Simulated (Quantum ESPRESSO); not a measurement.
# KMgF3 (Pm-3m): zone-centre phonons

Which modes does KMgF3 (Pm-3m) have at the zone centre?

Method: DFT LDA, scalar-relativistic, plane waves, PseudoDojo norm-conserving pseudopotentials, in Quantum ESPRESSO 7.5.

### Step 1. The structure

It takes space group Pm-3m (No. 221, cubic). Conventional cell: a = 3.986 Å, b = 3.986 Å, c = 3.986 Å, α = 90.00°, β = 90.00°, γ = 90.00°. Nearest to K lie 12 F at 2.82 Å. Nearest to Mg lie 6 F at 1.99 Å. Nearest to F lie 2 Mg at 1.99 Å and 4 K at 2.82 Å. Farther neighbours and most contacts between anions are not listed.

### Step 2. A first look

Before anything dear is run, a loose run with smearing shows whether this is a metal and how far the cell is from rest.

The input, probe.in:

```
&CONTROL
  calculation = 'scf'
  prefix      = 'x'
  outdir      = './tmp'
  pseudo_dir  = './pseudo'
  tprnfor     = .true.
  tstress     = .true.
  verbosity   = 'high'
/
&SYSTEM
  ibrav       = 0
  nat         = 5
  ntyp        = 3
  ecutwfc     = 92.0
  occupations = 'smearing'
  smearing    = 'gaussian'
  degauss     = 0.01
/
&ELECTRONS
  conv_thr         = 1.0d-07
  mixing_beta      = 0.7
  electron_maxstep = 100
/
ATOMIC_SPECIES
 K      39.0983  K.upf
 Mg     24.3050  Mg.upf
 F      18.9984  F.upf
CELL_PARAMETERS angstrom
     3.985900000    0.000000000    0.000000000
     0.000000000    3.985900000    0.000000000
     0.000000000    0.000000000    3.985900000
ATOMIC_POSITIONS crystal
 K      0.500000000   0.500000000   0.500000000
 Mg     0.000000000   0.000000000   0.000000000
 F      0.500000000   0.000000000   0.000000000
 F      0.000000000   0.500000000   0.000000000
 F      0.000000000   0.000000000   0.500000000
K_POINTS automatic
 4 4 4 0 0 0
```

Launch:

```
> OMP_NUM_THREADS=1 mpirun -n 4 pw.x -nk 4 -in probe.in > probe.out
```

The log of the run:

```text
[banners, grids, parts of the stress and lines that vanish by symmetry left out]
Program PWSCF v.7.5
     Message from routine setup:
     using ibrav=0 with symmetry is DISCOURAGED, use correct ibrav instead
[...]
kinetic-energy cutoff     =      92.0000  Ry
     charge density cutoff     =     368.0000  Ry
     scf convergence threshold =      1.0E-07
[...]
Exchange-correlation= SLA  PW   NOGX NOGC
                           (   1   4   0   0   0   0   0)
[...]
48 Sym. Ops., with inversion, found
[...]
(     0          1          0      )
                  (     0          0          1      )
[...]
(  0.0000000  1.0000000  0.0000000 )
                  (  0.0000000  0.0000000  1.0000000 )
[...]
(     0         -1          0      )
                  (     0          0          1      )
[...]
( -1.0000000  0.0000000  0.0000000 )
                  (  0.0000000  1.0000000  0.0000000 )
[...]
number of k points=    10  Gaussian smearing, width (Ry)=  0.0100
[...]
End of self-consistent calculation
[...]
the Fermi energy is     6.6483 ev
!    total energy              =    -326.58644103 Ry
[...]
convergence has been achieved in   7 iterations
[...]
atom    1 type  1   force =     0.00000000    0.00000000    0.00000000
     atom    2 type  2   force =     0.00000000    0.00000000    0.00000000
     atom    3 type  3   force =     0.00000000    0.00000000    0.00000000
     atom    4 type  3   force =     0.00000000    0.00000000    0.00000000
     atom    5 type  3   force =     0.00000000    0.00000000    0.00000000
[...]
Total force =     0.000000     Total SCF correction =     0.000000
[...]
total   stress  (Ry/bohr**3)                   (kbar)     P=      -45.60
[...]
XML data file, charge density, pseudopotentials, collected wavefunctions

   JOB DONE.
```

Elapsed: 5.2 s, on 4 MPI ranks of Arm Neoverse V2, shared host; 21 s of CPU time.

Numbers from this step:

| Quantity | Value |
| --- | --- |
| volume per atom | 12.67 Å³ |
| pressure | -4.560 GPa |
| gap on the k-mesh | 6.998 eV |

A gap of 7.0 eV opens on this mesh, so the crystal is taken as an insulator; the start stands at -4.6 GPa.

### Step 3. Relaxation

The relaxation runs at a cutoff a fifth above that of the response, since stress converges more slowly with the basis than frequencies do. Forces and stress are brought to rest with tight thresholds.

The input, relax.in:

```
&CONTROL
  calculation   = 'vc-relax'
  prefix        = 'x'
  outdir        = './tmp'
  pseudo_dir    = './pseudo'
  tprnfor       = .true.
  tstress       = .true.
  forc_conv_thr = 2.0d-05
  etot_conv_thr = 1.0d-07
  nstep         = 40
/
&SYSTEM
  ibrav       = 0
  nat         = 5
  ntyp        = 3
  ecutwfc     = 110
  occupations = 'fixed'
  nbnd        = 22
/
&ELECTRONS
  conv_thr         = 1.0d-11
  mixing_beta      = 0.7
  electron_maxstep = 100
/
&IONS
/
&CELL
  press_conv_thr = 0.2
/
ATOMIC_SPECIES
 K      39.0983  K.upf
 Mg     24.3050  Mg.upf
 F      18.9984  F.upf
CELL_PARAMETERS angstrom
     3.985900000    0.000000000    0.000000000
     0.000000000    3.985900000    0.000000000
     0.000000000    0.000000000    3.985900000
ATOMIC_POSITIONS crystal
 K      0.500000000   0.500000000   0.500000000
 Mg     0.000000000   0.000000000   0.000000000
 F      0.500000000   0.000000000   0.000000000
 F      0.000000000   0.500000000   0.000000000
 F      0.000000000   0.000000000   0.500000000
K_POINTS automatic
 6 6 6 0 0 0
```

Launch:

```
> OMP_NUM_THREADS=1 mpirun -n 4 pw.x -nk 4 -in relax.in > relax.out
```

The log of the run:

```text
[banners, grids, parts of the stress and lines that vanish by symmetry left out]
[banner, memory and clock lines left out]
Program PWSCF v.7.5

[...]
kinetic-energy cutoff     =     110.0000  Ry
     charge density cutoff     =     440.0000  Ry
     scf convergence threshold =      1.0E-11
[...]
energy convergence thresh.=      1.0E-07
     force convergence thresh. =      2.0E-05
     press convergence thresh. =      2.0E-01
     Exchange-correlation= SLA  PW   NOGX NOGC
                           (   1   4   0   0   0   0   0)
[...]
48 Sym. Ops., with inversion, found
[...]
number of k points=    20
[...]
End of self-consistent calculation
[...]
highest occupied, lowest unoccupied level (ev):     2.4613    9.4593
!    total energy              =    -326.58652455 Ry
[...]
convergence has been achieved in  11 iterations
[...]
atom    1 type  1   force =     0.00000000    0.00000000    0.00000000
     atom    2 type  2   force =     0.00000000    0.00000000    0.00000000
     atom    3 type  3   force =     0.00000000    0.00000000    0.00000000
     atom    4 type  3   force =     0.00000000    0.00000000    0.00000000
     atom    5 type  3   force =     0.00000000    0.00000000    0.00000000
     Total force =     0.000000     Total SCF correction =     0.000000
[...]
total   stress  (Ry/bohr**3)                   (kbar)     P=      -45.19
[...]
number of bfgs steps    =   0
[...]
CELL_PARAMETERS (angstrom)
[...]
ATOMIC_POSITIONS (crystal)
K                0.5000000000        0.5000000000        0.5000000000
Mg               0.0000000000        0.0000000000        0.0000000000
F                0.5000000000        0.0000000000        0.0000000000
F                0.0000000000        0.5000000000        0.0000000000
[...]
New effective cutoffs (rho, wfc):  446.60  111.69
[...]
End of self-consistent calculation
[...]
highest occupied, lowest unoccupied level (ev):     2.6842    9.8600
!    total energy              =    -326.58900932 Ry
[...]
convergence has been achieved in   7 iterations
[...]
atom    1 type  1   force =     0.00000000    0.00000000    0.00000000
     atom    2 type  2   force =     0.00000000    0.00000000    0.00000000
     atom    3 type  3   force =     0.00000000    0.00000000    0.00000000
     atom    4 type  3   force =     0.00000000    0.00000000    0.00000000
     atom    5 type  3   force =     0.00000000    0.00000000    0.00000000
     Total force =     0.000000     Total SCF correction =     0.000000
[...]
total   stress  (Ry/bohr**3)                   (kbar)     P=      -29.27
[...]
number of bfgs steps    =   1
[...]
CELL_PARAMETERS (angstrom)
[...]
ATOMIC_POSITIONS (crystal)
[...]
New effective cutoffs (rho, wfc):  457.16  114.33
[...]
End of self-consistent calculation
[...]
highest occupied, lowest unoccupied level (ev):     3.0337   10.4891
!    total energy              =    -326.59056185 Ry
[...]
convergence has been achieved in   9 iterations
[...]
atom    1 type  1   force =     0.00000000    0.00000000    0.00000000
     atom    2 type  2   force =     0.00000000    0.00000000    0.00000000
     atom    3 type  3   force =     0.00000000    0.00000000    0.00000000
     atom    4 type  3   force =     0.00000000    0.00000000    0.00000000
[...]
Total force =     0.000000     Total SCF correction =     0.000000
[...]
total   stress  (Ry/bohr**3)                   (kbar)     P=       -1.59
[...]
number of bfgs steps    =   2
[...]
CELL_PARAMETERS (angstrom)
[...]
ATOMIC_POSITIONS (crystal)
[...]
New effective cutoffs (rho, wfc):  457.76  114.48
[...]
End of self-consistent calculation
[...]
highest occupied, lowest unoccupied level (ev):     3.0539   10.5255
!    total energy              =    -326.59056589 Ry
[...]
convergence has been achieved in   7 iterations
[...]
Total force =     0.000000     Total SCF correction =     0.000000
[...]
total   stress  (Ry/bohr**3)                   (kbar)     P=        0.11
[...]
number of bfgs steps    =   3
[...]
CELL_PARAMETERS (angstrom)
[...]
ATOMIC_POSITIONS (crystal)
[...]
New effective cutoffs (rho, wfc):  457.72  114.47
[...]
End of self-consistent calculation
[...]
highest occupied, lowest unoccupied level (ev):     3.0526   10.5232
!    total energy              =    -326.59056591 Ry
[...]
convergence has been achieved in   5 iterations
[...]
atom    3 type  3   force =     0.00000000    0.00000000    0.00000000
     atom    4 type  3   force =     0.00000000    0.00000000    0.00000000
     atom    5 type  3   force =     0.00000000    0.00000000    0.00000000
     Total force =     0.000000     Total SCF correction =     0.000000
[...]
total   stress  (Ry/bohr**3)                   (kbar)     P=       -0.00
[...]
bfgs converged in   5 scf cycles and   4 bfgs steps
[...]
End of BFGS Geometry Optimization
     Final enthalpy           =    -326.5905659121 Ry
     File ./tmp/x.bfgs deleted, as requested
[...]
CELL_PARAMETERS (angstrom)
[...]
ATOMIC_POSITIONS (crystal)
[...]
F                0.0000000000        0.5000000000        0.0000000000
F                0.0000000000        0.0000000000        0.5000000000
[...]
Final scf calculation at the relaxed structure.
[...]
kinetic-energy cutoff     =     110.0000  Ry
     charge density cutoff     =     440.0000  Ry
     scf convergence threshold =      1.0E-13
[...]
press convergence thresh. =      2.0E-01
     Exchange-correlation= SLA  PW   NOGX NOGC
                           (   1   4   0   0   0   0   0)
[...]
48 Sym. Ops., with inversion, found
[...]
number of k points=    20
[...]
c_bands:  1 eigenvalues not converged
[...]
End of self-consistent calculation
[...]
highest occupied, lowest unoccupied level (ev):     3.0526   10.5232
!    total energy              =    -326.59056195 Ry
[...]
convergence has been achieved in  12 iterations
[...]
atom    1 type  1   force =     0.00000000    0.00000000    0.00000000
     atom    2 type  2   force =     0.00000000    0.00000000    0.00000000
     atom    3 type  3   force =     0.00000000    0.00000000    0.00000000
     atom    4 type  3   force =     0.00000000    0.00000000    0.00000000
     atom    5 type  3   force =     0.00000000    0.00000000    0.00000000
     Total force =     0.000000     Total SCF correction =     0.000000
[...]
total   stress  (Ry/bohr**3)                   (kbar)     P=        0.02
[...]
XML data file, charge density, pseudopotentials, collected wavefunctions
```

The job ended after 79 s (4 MPI ranks).

The steps of the relaxation:

| step | energy less that of the first step (eV) | largest force (eV/Å) | pressure (GPa) | volume (Å³) |
| --- | --- | --- | --- | --- |
| 1 | 0.0000 | 0.0000 | -4.52 | 63.33 |
| 2 | -0.0338 | 0.0000 | -2.93 | 61.88 |
| 3 | -0.0549 | 0.0000 | -0.16 | 59.75 |
| 4 | -0.0550 | 0.0000 | 0.01 | 59.63 |
| 5 | -0.0550 | 0.0000 | 0.00 | 59.64 |
| 6 | -0.0549 | 0.0000 | 0.00 | 59.64 |

| conventional cell, symmetrised | before | after | change |
| --- | --- | --- | --- |
| a (Å) | 3.986 | 3.907 | -2.0 % |
| b (Å) | 3.986 | 3.907 | -2.0 % |
| c (Å) | 3.986 | 3.907 | -2.0 % |
| volume (Å³/atom) | 12.67 | 11.93 | -5.8 % |

Final coordinates:

```xyz
5
Lattice="3.9069 0.0000 0.0000 0.0000 3.9069 0.0000 0.0000 0.0000 3.9069" Properties=species:S:1:pos:R:3 pbc="T T T"
K     1.9535    1.9535    1.9535
Mg    0.0000    0.0000    0.0000
F     1.9535    0.0000    0.0000
F     0.0000    1.9535    0.0000
F     0.0000    0.0000    1.9535
```

The last row of the table of steps is pw.x's closing run on a basis chosen anew for the final cell, so its energy can jump.

Numbers from this step:

```yaml
volume_per_atom: 11.93 Å³
pressure: 0.002 GPa
gap_on_the_k_mesh: 7.471 eV
```

The volume changes by -5.8 % from the cell with which this run began.

### Step 4. Ground state

The response is built on this ground state, so it is converged far tighter than an energy would need. With a gap, occupations are fixed, which also allows the response to an electric field.

The input, scf.in:

```
&CONTROL
  calculation = 'scf'
  prefix      = 'x'
  outdir      = './tmp'
  pseudo_dir  = './pseudo'
  tprnfor     = .true.
  tstress     = .true.
/
&SYSTEM
  ibrav       = 0
  nat         = 5
  ntyp        = 3
  ecutwfc     = 92.0
  occupations = 'fixed'
  nbnd        = 22
/
&ELECTRONS
  conv_thr         = 1.0d-12
  mixing_beta      = 0.7
  electron_maxstep = 100
/
ATOMIC_SPECIES
 K      39.0983  K.upf
 Mg     24.3050  Mg.upf
 F      18.9984  F.upf
CELL_PARAMETERS angstrom
     3.906946635    0.000000000    0.000000000
     0.000000000    3.906946635    0.000000000
     0.000000000    0.000000000    3.906946635
ATOMIC_POSITIONS crystal
 K      0.500000000   0.500000000   0.500000000
 Mg     0.000000000   0.000000000   0.000000000
 F      0.500000000   0.000000000   0.000000000
 F      0.000000000   0.500000000   0.000000000
 F      0.000000000   0.000000000   0.500000000
K_POINTS automatic
 8 8 8 0 0 0
```

Launch:

```
> OMP_NUM_THREADS=1 mpirun -n 4 pw.x -nk 4 -in scf.in > scf.out
```

The log of the run:

```text
[banners, grids, parts of the stress and lines that vanish by symmetry left out]
[banner, memory and clock lines left out]
Program PWSCF v.7.5

[...]
kinetic-energy cutoff     =      92.0000  Ry
     charge density cutoff     =     368.0000  Ry
     scf convergence threshold =      1.0E-12
[...]
Exchange-correlation= SLA  PW   NOGX NOGC
                           (   1   4   0   0   0   0   0)
[...]
48 Sym. Ops., with inversion, found
[...]
number of k points=    35
[...]
End of self-consistent calculation
[...]
highest occupied, lowest unoccupied level (ev):     3.0526   10.5232
!    total energy              =    -326.59047992 Ry
[...]
convergence has been achieved in  12 iterations
[...]
atom    1 type  1   force =     0.00000000    0.00000000    0.00000000
     atom    2 type  2   force =     0.00000000    0.00000000    0.00000000
     atom    3 type  3   force =     0.00000000    0.00000000    0.00000000
     atom    4 type  3   force =     0.00000000    0.00000000    0.00000000
     atom    5 type  3   force =     0.00000000    0.00000000    0.00000000
     Total force =     0.000000     Total SCF correction =     0.000000
[...]
total   stress  (Ry/bohr**3)                   (kbar)     P=       -0.11
[...]
XML data file, charge density, pseudopotentials, collected wavefunctions
```

Wall time 20 s (4 MPI ranks).

Numbers from this step:

| Property | Result |
| --- | --- |
| pressure | -0.01100 GPa |

The cell stands at -0.011 GPa, close enough for phonons.

[end of part 1 of 4]

[Host names and launcher messages were left out of these logs when they were recorded.]

[Logs are printed without paths, hosts, clocks, repeated set-up lines and the standing remarks that a program may print on its own settings, such as how far it seeks lower states.]

[Hosts, paths, dates, database ids (printed as entryN), source tags and the programs' standing remarks are cut or masked in the printed files.]
